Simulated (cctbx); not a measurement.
# From intensities to atoms

Cell a = 5.0790 Å, b = 5.0790 Å, c = 4.1660 Å, α = 90.00°, β = 90.00°, γ = 120.00°; space group P6/mmm (no. 191); content Gd1 Co2 Mn3.

Simulated single-crystal data (cctbx): Mo Kα, λ = 0.71073 Å, to d = 0.84 Å, 50 % of the full sphere, strongest reflection 5000 counts, noise from counting, a 1.5 % proportional error and a noise floor of 4 counts (s.d.); no absorption, and some extinction, which the refinements don't model.

Charge flipping in P1 on plain amplitudes to 0.9 Å, δ = 1 σ, 10 % of the reflections treated as weak, 200 cycles:

```text
cycle      R  skewness
    0  0.578     0.15
   16  0.257     3.95
   32  0.229     3.96
   48  0.216     3.94
   64  0.235     3.90
   80  0.245     4.00
   96  0.219     3.83
  112  0.226     3.86
  128  0.223     3.99
  144  0.229     3.73
  160  0.210     3.83
  176  0.233     3.70
  192  0.229     3.86
origin shift          correlation  skewness
 0.599  0.957  0.100      0.988      6.93
 0.271  0.297  0.098      0.961      6.36
 0.487 -0.018  0.189      0.888      1.18
-0.009  0.014  0.192      0.882      0.67
taken: symmetry correlation 0.988, skewness 6.93
peak      x       y       z  mult  height/sigma
Q1    0.0000  0.0000  0.5000    1     17.9
Q2    0.0000  0.5000  0.0000    3      6.2
Q3    0.3333  0.6667  0.5000    2      6.1
Q4    0.2538  0.5075  0.0000    6      0.8
Q5    0.1144  0.4562  0.2945   24      0.5
Q6    0.0000  0.2065  0.3302   12      0.5
Q7    0.0000  0.0000  0.0000    1      0.4
Q8    0.3333  0.6667  0.2589    4      0.3
```

The origin is taken among those within 0.04 of the best correlation, by the skewness of the map.

Run time: 0.33 s on 1 thread of Arm Neoverse V2 (shared host), peak memory 0.07 GiB.

**Question.** Which peaks are atoms, and which elements?

Heights follow Z only loosely here, so the multiplicities, which must add up to the content, decide. First model: Q1 = Gd1 (1 in the cell, height 17.9), Q2 = Mn1 (3 in the cell, height 6.2) and Q3 = Co1 (2 in the cell, height 6.1). Against the true structure, Q1 is Gd, Q2 is Mn and Q3 is Co; the other peaks are not atoms.

Least squares on F², isotropic:

```text
Rint 0.034, 48 unique reflections to 0.85 A
cycle     R1     wR2    GooF  max shift (A)
   1  0.0529  0.1081   4.977   0.00000
   2  0.0106  0.0191   0.878   0.00000
final R1 0.0106 wR2 0.0191 GooF 0.878  parameters 3  data/parameter 16.0
atom        x        y        z      Ueq    occ   su(xyz)  su(Uiso or U11)
Gd1    0.00000  0.00000  0.50000   0.0137  1.000  0.00000  0.0002
Mn1    0.00000  0.50000  0.00000   0.0191  1.000  0.00000  0.0003
Co1    0.33333  0.66667  0.50000   0.0220  1.000  0.00000  0.0003
difference map: max 0.51 min -0.47 rms 0.11
Q1    0.0000  0.0000  0.3150    2    0.52  0.77 A from Gd1
Q2    0.1325  0.5662  0.2627   12    0.23  1.24 A from Mn1
Q3    0.2512  0.6256  0.0000    6    0.23  1.10 A from Mn1
Q4    0.0000  0.2526  0.3632   12    0.22  1.40 A from Gd1
Q5    0.0000  0.1735  0.5000    6    0.17  0.88 A from Gd1
```

Anisotropic refinement:

```text
Rint 0.034, 48 unique reflections to 0.85 A
cycle     R1     wR2    GooF  max shift (A)
   1  0.0106  0.0191   0.920   0.00000
   2  0.0104  0.0184   0.886   0.00000
final R1 0.0104 wR2 0.0184 GooF 0.886  parameters 7  data/parameter 6.9
atom        x        y        z      Ueq    occ   su(xyz)  su(Uiso or U11)
Gd1    0.00000  0.00000  0.50000   0.0138  1.000  0.00000  0.0002
Mn1    0.00000  0.50000  0.00000   0.0192  1.000  0.00000  0.0006
Co1    0.33333  0.66667  0.50000   0.0221  1.000  0.00000  0.0004
difference map: max 0.41 min -0.48 rms 0.11
Q1    0.0000  0.0000  0.2655    2    0.42  0.98 A from Gd1
Q2    0.0000  0.0000  0.5000    1    0.26  0.00 A from Gd1
Q3    0.2464  0.6232  0.0000    6    0.25  1.08 A from Mn1
Q4    0.1311  0.5656  0.2690   12    0.24  1.26 A from Mn1
Q5    0.0000  0.2517  0.3589   12    0.21  1.41 A from Gd1
Q6    0.1200  0.4400  0.2000   24    0.16  1.16 A from Mn1
```

**Reading.** The refinement ends at R1 = 0.0104, wR2 = 0.0184, GooF = 0.89, with difference density between -0.48 and 0.41 e/Å³. Every site matches the true model in element, within 0.001 Å r.m.s., up to an allowed shift of origin.

True model:

```
atom  mult.    x    y    z  Ueq (Å²)
 Gd1      1    0    0    0    0.0145
 Co1      2  2/3  1/3    0    0.0226
 Mn1      3  1/2  1/2  1/2    0.0200
```

The model was made for the exercise: a known structure type with other elements put in, its volume estimated, not relaxed; displacement parameters are assumed.

[Middle refinement cycles are left out of these outputs.]

[Logs are printed without paths, hosts, clocks, repeated set-up lines and the standing remarks that a program may print on its own settings, such as how far it seeks lower states.]
